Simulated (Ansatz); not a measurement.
# TaAgS3 (model cell, started as cubic perovskite with Ta in the octahedra): phonons and vibrational spectra, part 2 of 2

Aim: the vibrations of TaAgS3 (model cell, started as cubic perovskite with Ta in the octahedra), their spectra, and whether the structure is stable.

Ansatz 0.2.0; DFT PBE, scalar-relativistic, plane waves, PAW; PAW set soft_1.

So far. Step 3 (Relaxing to small forces for the phonons): The forces vanish by symmetry and the pressure is 0.004 GPa, within the tolerances set. The cell now holds 22.28 Å³/atom. The relaxed cell has a = 4.811 Å (conventional setting).

The structure was built from a prototype and need not be the compound's stable phase.

**4. Zone-centre response**

The zone centre comes first: it holds the modes that light can see, as far as symmetry allows. No field response is asked, since the mesh shows no gap.

input.yaml reads:

```yaml
crystal:
  lattice:
    - [4.8114923399, 0.0, 0.0]
    - [0.0, 4.8114923399, 0.0]
    - [0.0, 0.0, 4.8114923399]
  atoms:
    - { symbol: Ag, position: [0.0, 0.0, 0.0] }
    - { symbol: Ta, position: [0.5, 0.5, 0.5] }
    - { symbol: S, position: [0.5, 0.5, 0.0] }
    - { symbol: S, position: [0.5, 0.0, 0.5] }
    - { symbol: S, position: [0.0, 0.5, 0.5] }
kpoints:
  mp_grid: { grid: [8, 8, 8] }
hamiltonian:
  xc: pbe
  pseudopotentials: { kind: paw, azcp: { folder: soft_1 } }
scf:
  occupations: { method: methfessel_paxton, width: 0.2 }
output:
  eigenvalues: true
phonons:
  method: dfpt
```

Command:

```bash
$ ansatz run input.yaml --threads 4 --pin off --max-ram 16384MiB --backend cpu --events-out ev --progress --plain --runs-dir out
```

Numbers of over 12 decimals in the logs are rounded to 6 here.

Log:

```text
zone centre: on kpoints.mp_grid the ground state, and the responses unless they are solved on pairs of k-points, stand on 125 of the mesh's 512 k-points, reduced under 8 symmetry operations, with k and −k counted as one. Each operation leaves every solved displacement unchanged or reverses it
[...]
Crystal: 5 atoms, lattice volume = 111.388 Å³
Basis set: ecut = 420 eV, 2109 PW (Γ), exchange–correlation on 72×72×72 points (8 copies of the dense FFT grid, shifted against one another)
Bands: 30, of which v1, the nominal top of the filled ones, is band 25 counted from 1 (24 counted from 0)
Symmetry: 48 space group operations
k-points: 125 of 512 (irreducible under 8 space group operations)
[...]
SCF iter   1: F=—  HF=-20231.700739 eV  |F-HF|=—  |Δ(HF+E_count)|=         —  Δρ=2.83e-2  dr2=1.29e0  ethr=3.10e-3  ⟨swp⟩=6.4  Hψ=16517  notcnv=0
[...]
SCF iter  12: F=-20231.281025 eV  HF=-20231.281025 eV  |F-HF|=0.00e0  |Δ(HF+E_count)|=  7.28e-12  S|Δr|=    0.00e0  Δρ=2.60e-8  dr2=6.34e-13  ethr=1.00e-12  ⟨swp⟩=9.1  Hψ=19250  notcnv=0
SCF 1 converged in 12 iterations: F = -20231.281025 eV  dr2 = 6.34e-13
[...]
DFPT response loops at Γ: preconditioner auto → Kerker (q_TF=auto, 2.387 Å⁻¹) (partly filled bands, converged f_vac=0.007); β = 1.00, the filter's whole step (`scf.mixing.beta` (0.50) is not read by the response loops under this deck's `scf.mixing.preconditioner`; to damp them name `kerker` or `kerker_dos`, under which they read `scf.mixing.beta`, and type it under 1.00, their step now; both keys bind the ground state too); Broyden in place of MSR1
SCF converged after 12 iterations
[...]
Free energy (F): -20231.281025 eV
[...]
Internal energy: -20231.286938 eV  (E = F + TS)
E sigma→0 (E₀):  -20231.282503 eV
Entropy (-TS):   0.005914 eV (1.183 meV/atom)
Fermi energy:    8.179070 eV
[...]
--- Band table (eV; the first three rows and the last of 125) ---
  k-point 0: bands = [... 21 lower, 6.8591, 7.3723, 7.3723, 7.3723, 7.6327, 7.6327, 7.6327, 8.3001, ... 1 higher]
  k-point 1: bands = [... 21 lower, 6.7163, 6.8643, 7.2226, 7.2226, 7.6306, 8.3502, 8.3502, 8.6396, ... 1 higher]
  k-point 2: bands = [... 21 lower, 5.9211, 6.8759, 7.2917, 7.2917, 7.6256, 9.3020, 9.3020, 9.3745, ... 1 higher]
  k-point 124: bands = [... 21 lower, 4.9807, 8.2131, 8.2131, 8.2131, 8.3033, 10.8668, 10.8668, 10.8668, ... 1 higher]
--- Phonons (Γ-DFPT): 4 representative perturbations + reference, on 125 of 512 k-points (Σ response iterations 12) ---
  k mesh reduced under 8 symmetry operations, with k and −k counted as one. Each operation leaves every solved displacement unchanged or reverses it
  ASR residual: 4.682e-5 → 0.000e0 eV/Å²; symmetrization residual: 9.552e-6 eV/Å²
  ASR residual per site (eV/Å²): 4.68e-5 5.81e-8 1.99e-5 1.99e-5 1.99e-5
  Γ frequencies (cm⁻¹): -127.20 -127.20 -127.20 -86.08 -86.08 -86.08 -35.23 -35.23 -35.23 0.00 0.00 0.00 338.74 338.74 338.74
  non-analytic LO–TO correction: not included (Born effective charges unavailable; polar crystals: no LO–TO splitting at Γ)
```

Wall time 56 s (4 threads of Arm Neoverse V1, shared host); peak memory 1.5 GiB.

The column dr2 measures how far the density is from self-consistency, as an energy; F and HF (Harris–Foulkes) agree once it is small.

Numbers from this step:

* sum-rule residual before enforcement: 4.68e-5 eV/Å²
* point group: m-3m
* highest optical mode at the zone centre (no LO-TO term): 338.7 cm⁻¹
* lowest optical zone-centre mode: -127.2 cm⁻¹

Patterns of degenerate modes are one choice out of their space. The modes at Γ (shares of kinetic energy by element, %) (negative means imaginary):

```csv
mode,frequency (cm⁻¹),symmetry,Ag %,Ta %,S %
1,-127.2,T2u,0,0,100
2,-127.2,T2u,0,0,100
3,-127.2,T2u,0,0,100
4,-86.1,T1u,31,2,66
5,-86.1,T1u,31,2,66
6,-86.1,T1u,31,2,66
7,-35.2,T1u,41,49,10
8,-35.2,T1u,41,49,10
9,-35.2,T1u,41,49,10
10,0.0,acoustic,28,47,25
11,0.0,acoustic,28,47,25
12,0.0,acoustic,28,47,25
13,338.7,T1u,0,2,98
14,338.7,T1u,0,2,98
15,338.7,T1u,0,2,98
```

Displacements in mode 2 (-127.2 cm⁻¹), the largest set to 1:
```
Ag1  0.00  0.00  0.00
Ta2  0.00  0.00  0.00
S3   0.03 -0.27  0.00
S4  -0.03  0.00  1.00
S5   0.00  0.27 -1.00
```

Displacements in mode 7 (-35.2 cm⁻¹), the largest set to 1:
```
Ag1 -0.04 -0.26 -1.00
Ta2  0.04  0.22  0.85
S3  -0.03 -0.17 -0.11
S4  -0.03 -0.03 -0.65
S5   0.00 -0.17 -0.65
```

Before it was imposed, the acoustic sum rule was missed by 4.7e-5 eV/Å². Small misses are needed for a sound result but don't prove that mesh and cutoff are converged. The lowest optical mode is imaginary, 127.2i cm⁻¹, so the energy falls along it.

**5. Phonons on a q mesh**

Stability and thermal properties need the whole zone. Linear response on a 2×2×2 q mesh gives force constants as far as a supercell of that size would.

input.yaml, as its differences from that of step 4:

```diff
@@ -22 +22,8 @@
   method: dfpt
+  qmesh: [2, 2, 2]
+  temperatures: { t_max: 1000, t_step: 50 }
+  qpath:
+    path:
+      - [[0.0, 0.0, 0.0], [0.0, 0.5, 0.0], [0.5, 0.5, 0.0], [0.0, 0.0, 0.0], [0.5, 0.5, 0.5], [0.0, 0.5, 0.0]]
+      - [[0.5, 0.5, 0.5], [0.5, 0.5, 0.0]]
+    npoints: 10
```

Log:

```text
[...]
Crystal: 5 atoms, lattice volume = 111.388 Å³
Basis set: ecut = 420 eV, 2109 PW (Γ), exchange–correlation on 72×72×72 points (8 copies of the dense FFT grid, shifted against one another)
Bands: 30, of which v1, the nominal top of the filled ones, is band 25 counted from 1 (24 counted from 0)
Symmetry: 48 space group operations
k-points: 35 of 512
[...]
SCF iter   1: F=—  HF=-20231.701091 eV  |F-HF|=—  |Δ(HF+E_count)|=         —  Δρ=2.83e-2  dr2=1.30e0  ethr=3.10e-3  ⟨swp⟩=6.5  Hψ=4636  notcnv=0
[...]
SCF iter  12: F=-20231.281025 eV  HF=-20231.281025 eV  |F-HF|=3.64e-12  |Δ(HF+E_count)|=  7.28e-12  S|Δr|=    0.00e0  Δρ=2.65e-8  dr2=6.63e-13  ethr=1.00e-12  ⟨swp⟩=8.8  Hψ=5362  notcnv=0
SCF 1 converged in 12 iterations: F = -20231.281025 eV  dr2 = 6.63e-13
[...]
SCF iter   8: F=-20231.281025 eV  HF=-20231.281025 eV  |F-HF|=1.09e-11  |Δ(HF+E_count)|=    0.00e0  S|Δr|=    0.00e0  Δρ=7.75e-8  dr2=5.69e-12  ethr=1.00e-12  ⟨swp⟩=1.9  Hψ=2369  notcnv=0
SCF 2 converged in 8 iterations: F = -20231.281025 eV  dr2 = 5.69e-12
phonons: the bands overlap, so this run is a metal and interpolates without the dipole-dipole term. If the crystal is really an insulator or semiconductor, its LO-TO splitting is missing
NSCF: frozen V_eff on 35 k-points
WARN: eigensolver did not converge (k=31): 1 band(s) unlocked after 20 sweeps at ethr=1.30e-12 eV (storage-precision floor; scheduled 1.00e-12 eV) (lowest unlocked band 29, counted from 0; max residual 5.75e-4 eV among the unlocked bands, 5.75e-4 eV over every band; other slots of this pass that fall short are told together in one closing line; warning suppressed until the next SCF loop or pass starts)
WARN: eigensolver did not converge in 4 slots of this pass, the one above among them; of largest residual over every band (k=31): 1 band(s) unlocked (lowest unlocked band 29, counted from 0; max residual 5.75e-4 eV among the unlocked bands, 5.75e-4 eV over every band); of lowest unlocked band (k=31): band 29
[...]
DFPT response loops at q = (0, 0, 0) (fractional): preconditioner auto → Kerker (q_TF=auto, 2.387 Å⁻¹) (partly filled bands, converged f_vac=0.007); β = 1.00, the filter's whole step (`scf.mixing.beta` (0.50) is not read by the response loops under this deck's `scf.mixing.preconditioner`; to damp them name `kerker` or `kerker_dos`, under which they read `scf.mixing.beta`, and type it under 1.00, their step now; both keys bind the ground state too); Broyden in place of MSR1
[...]
SCF converged after 12 iterations
[...]
Free energy (F): -20231.281025 eV
[...]
Internal energy: -20231.286938 eV  (E = F + TS)
E sigma→0 (E₀):  -20231.282503 eV
Entropy (-TS):   0.005914 eV (1.183 meV/atom)
Fermi energy:    8.179070 eV
[...]
--- Band table (eV; the first three rows and the last of 35) ---
  k-point 0: bands = [... 21 lower, 6.8591, 7.3723, 7.3723, 7.3723, 7.6327, 7.6327, 7.6327, 8.3001, ... 1 higher]
  k-point 1: bands = [... 21 lower, 6.7163, 6.8643, 7.2226, 7.2226, 7.6306, 8.3502, 8.3502, 8.6396, ... 1 higher]
  k-point 2: bands = [... 21 lower, 5.9211, 6.8759, 7.2917, 7.2917, 7.6256, 9.3020, 9.3020, 9.3745, ... 1 higher]
  k-point 34: bands = [... 21 lower, 4.9807, 8.2131, 8.2131, 8.2131, 8.3033, 10.8668, 10.8668, 10.8668, ... 1 higher]
--- Phonons (Γ-DFPT): 4 representative perturbations + reference (Σ response iterations 12) ---
  ASR residual: 3.377e-5 → 0.000e0 eV/Å²; symmetrization residual: 7.386e-6 eV/Å²
  ASR residual per site (eV/Å²): 3.38e-5 9.88e-6 1.82e-5 1.82e-5 1.82e-5
[...]
--- Phonons (arbitrary-q DFPT): 4 irreducible q on the 2×2×2 mesh ---
  q = [0.0000, 0.0000, 0.0000] (star 1, of the zone-centre solve; hermiticity 1.36e-6, symmetrization 6.41e-12): -127.20 -127.20 -127.20 -86.08 -86.08 -86.08 -35.23 -35.23 -35.23 -0.00 -0.00 -0.00 338.74 338.74 338.74
  q = [0.0000, 0.0000, -0.5000] (star 3, 9 solved perturbations in 975 linear systems a pass and spin channel, the states on 125 of 512 k-point pairs; hermiticity 9.56e-7, symmetrization 2.34e-12): -97.43 -59.94 -59.94 -55.60 -55.60 -37.99 -36.02 -36.02 107.58 107.58 108.68 183.38 334.28 334.28 440.89
[...]
sum rule: each row above includes the acoustic sum rule's correction from the zone centre's row sums; it moved no ω² by more than (0.39 cm⁻¹)²
  mesh force constants: q→R imaginary residual 3.25e-18; ASR residual 3.377e-5 → 0.000e0 eV/Å²; symmetrization residual 1.066e-14 eV/Å²
  interpolated dispersion: 62 rows × 15 modes
  density of states and harmonic sums: on the 14×14×14 q-mesh, interpolated from the force constants of a 2×2×2 supercell (no non-analytic term)
  largest difference from the sums on the solved wave vectors: F 3.15e-1 eV, S 4.22e-4 and C_V 1.08e-4 eV/K
  zero-point energy: 0.104825 eV/cell   skipped modes (ω ≤ 0): 759, of them read as no rigid motion or as one in doubt: 756 (6.137e0 modes/cell left out, lowest -181.02 cm⁻¹)   left out of the sums: 4.09e-1 of the cell's modes: C_V's classical limit lies that fraction below 3 k_B per atom; for a crystal, a wire or a layer, F and S can be off by more, and a phonons.interpolated_qmesh denser along its periods is the remedy for the sampling
```

It took 4.5 min on 4 threads; peak memory 1.3 GiB; 17 min of CPU time.

This step gave:

```
sum-rule residual before enforcement                    : 3.38e-5 eV/Å²
lowest frequency on the path                            : -181.0 cm⁻¹
highest frequency on the path or at a solved wavevector : 501.8 cm⁻¹
lowest mode on the q mesh (acoustic modes at Γ apart)   : -181.0 cm⁻¹
```

Frequencies (cm⁻¹) solved at each irreducible wavevector; negative means imaginary. Frequencies by wavevector, by row:

```csv
q in reciprocal lattice units,star,mode 1,mode 2,mode 3,mode 4,mode 13,mode 14,mode 15
0 0 0,1,-127.2,-127.2,-127.2,-86.1,338.7,338.7,338.7
0 0 -0.5,3,-97.4,-59.9,-59.9,-55.6,334.3,334.3,440.9
0 -0.5 -0.5,3,-181,-55.7,-55.7,-48.8,192.2,330.9,476.6
-0.5 -0.5 -0.5,1,-173.6,-173.6,-173.6,-138.3,192.4,192.4,501.8
```

Interpolated from a 2×2×2 q mesh. The phonon branches at the labelled points (cm⁻¹):

```csv
point,branch 1,branch 2,branch 3,branch 4,branch 12,branch 13,branch 14,branch 15
Γ,-127,-127,-127,-86,0,339,339,339
halfway,-113,-94,-94,-64,124,337,337,389
X,-97,-60,-60,-56,183,334,334,441
halfway,-147,-56,-52,-51,192,270,333,461
M,-181,-56,-56,-49,183,192,331,477
halfway,-135,-60,-58,-55,158,302,335,428
Γ,-127,-127,-127,-86,0,339,339,339
halfway,-135,-111,-111,-52,172,279,279,461
R,-174,-174,-174,-138,192,192,192,502
halfway,-148,-121,-112,-53,196,226,251,484
X,-97,-60,-60,-56,183,334,334,441
jump to R,-174,-174,-174,-138,192,192,192,502
halfway,-177,-127,-127,-53,185,192,204,496
M,-181,-56,-56,-49,183,192,331,477
```

Tetrahedra on a 14×14×14 mesh, mean over bins of 10 cm-1. Interpolated from a 2×2×2 q mesh. Phonon density of states against wavenumber; read off at these points:

```csv
wavenumber (cm⁻¹),phonon density of states (1/cm⁻¹/cell)
-185,7.0e-5
-165,0.0168
-135,0.0220
-115,0.0207
-85,0.0259
-65,0.0493
-55,0.207
-45,0.0551
-15,0.0119
5,0.00981
25,0.0147
55,0.0279
75,0.0305
105,0.0387
125,0.0387
145,0.0402
155,0.0450
175,0.0251
185,0.047
195,0.0381
215,0.00606
245,0.00675
265,0.00819
295,0.0120
315,0.0182
335,0.0341
365,0.00114
385,0.0019
405,0.00297
435,0.00705
455,0.0118
485,0.0113
505,0.00145
```

The partial phonon density of states has structure finer than the step of the table below, so its rows give means over 20 cm⁻¹, whole bins alone (the curve runs from -189 to 526 cm⁻¹). Peaks (cm⁻¹: height): Ag -53.7: 0.167; S -130.2: 0.0328, -98.7: 0.0342, 126.2: 0.0242, 189.2: 0.0454, 328.6: 0.0332, 472.6: 0.0142; Ta -35.7: 0.0171, 27.2: 0.0268, 76.7: 0.0217, 153.2: 0.0236.

Phonopy on the run's constants, 11x11x11 mesh, Gaussian sigma 5.1 cm-1. Interpolated from a 2×2×2 q mesh. The partial phonon density of states by wavenumber; means over each step; values in 1/cm⁻¹/cell:

```csv
wavenumber (cm⁻¹),Ag,S,Ta
-160,2.5e-6,0.0170,3.3e-5
-140,1.9e-5,0.0215,1.0e-4
-120,2.9e-5,0.0219,1.2e-4
-100,4.5e-4,0.0256,4.9e-4
-80,0.00447,0.0181,3.0e-4
-60,0.0905,0.0185,0.00136
-40,0.0441,0.00676,0.0117
-20,0.00173,0.00475,0.00331
0,5.0e-4,0.00155,0.00151
20,0.00246,0.00808,0.0150
40,0.00190,0.00772,0.00985
60,0.00113,0.0123,0.00623
80,8.2e-4,0.0147,0.0182
100,6.0e-4,0.0206,0.0138
120,4.5e-4,0.0219,0.0179
140,3.6e-4,0.0192,0.0196
160,3.0e-4,0.0205,0.0186
180,1.4e-4,0.0303,0.00707
200,4.2e-5,0.0212,0.00266
220,0,0.00534,2.2e-4
240,0,0.00544,1.8e-4
260,0,0.00806,2.4e-4
280,0,0.00941,2.6e-4
300,0,0.0120,2.7e-4
320,0,0.0247,5.8e-4
340,0,0.0172,3.8e-4
360,0,0.00106,1.3e-5
380,0,0.00175,1.5e-5
400,0,0.00280,1.6e-5
420,0,0.00433,1.7e-5
440,0,0.00851,1.8e-5
460,0,0.0124,2.0e-5
480,0,0.0127,1.7e-5
500,0,0.00610,5.9e-6
```

Symmetry leaves 4 wavevectors to solve. The lowest mode among them, the acoustic zeros apart, lies at q = (0, -0.5, -0.5) and is imaginary, 181.0i cm⁻¹, so the energy falls along it.

**6. What came out**

```
space group after relaxation (within 0.01 Å)            : Pm-3m
volume per atom                                         : 22.3 Å³
electronic character                                    : no gap on this mesh
highest optical mode at the zone centre (no LO-TO term) : 339 cm⁻¹
lowest optical zone-centre mode                         : -127 cm⁻¹
lowest mode on the q mesh (acoustic modes at Γ apart)   : -181 cm⁻¹
highest frequency on the path or at a solved wavevector : 502 cm⁻¹
imaginary modes on the 2×2×2 q mesh                     : yes
```

Modes are clearly imaginary (beyond 10i cm⁻¹) at 4 of the 4 irreducible wavevectors, most at q = (0, -0.5, -0.5) (181.0i cm⁻¹), so this structure is not a minimum of the energy. The optical modes at Γ span -127 to 339 cm⁻¹ (negative means imaginary). The highest mode in this list at Γ, 338.7 cm⁻¹, is mostly motion of S (98 % of the kinetic energy). With no gap, or one that is small against the smearing, the frequencies hang on the k mesh and the smearing, most of all near Kohn anomalies. Spin-orbit coupling is left out, which can matter for the heavy elements here. A phonon run warned that its eigensolver left some bands unconverged in a pass. The starting cell was built on a prototype and not taken from a measurement, so the phase need not exist. These are harmonic frequencies at zero temperature: anharmonic shifts, linewidths and thermal expansion are left out.

[Logs are printed without paths, hosts, clocks, repeated set-up lines and the standing remarks that a program may print on its own settings, such as how far it seeks lower states.]

[Hosts, paths, dates, database ids (printed as entryN), source tags and the programs' standing remarks are cut or masked in the printed files.]
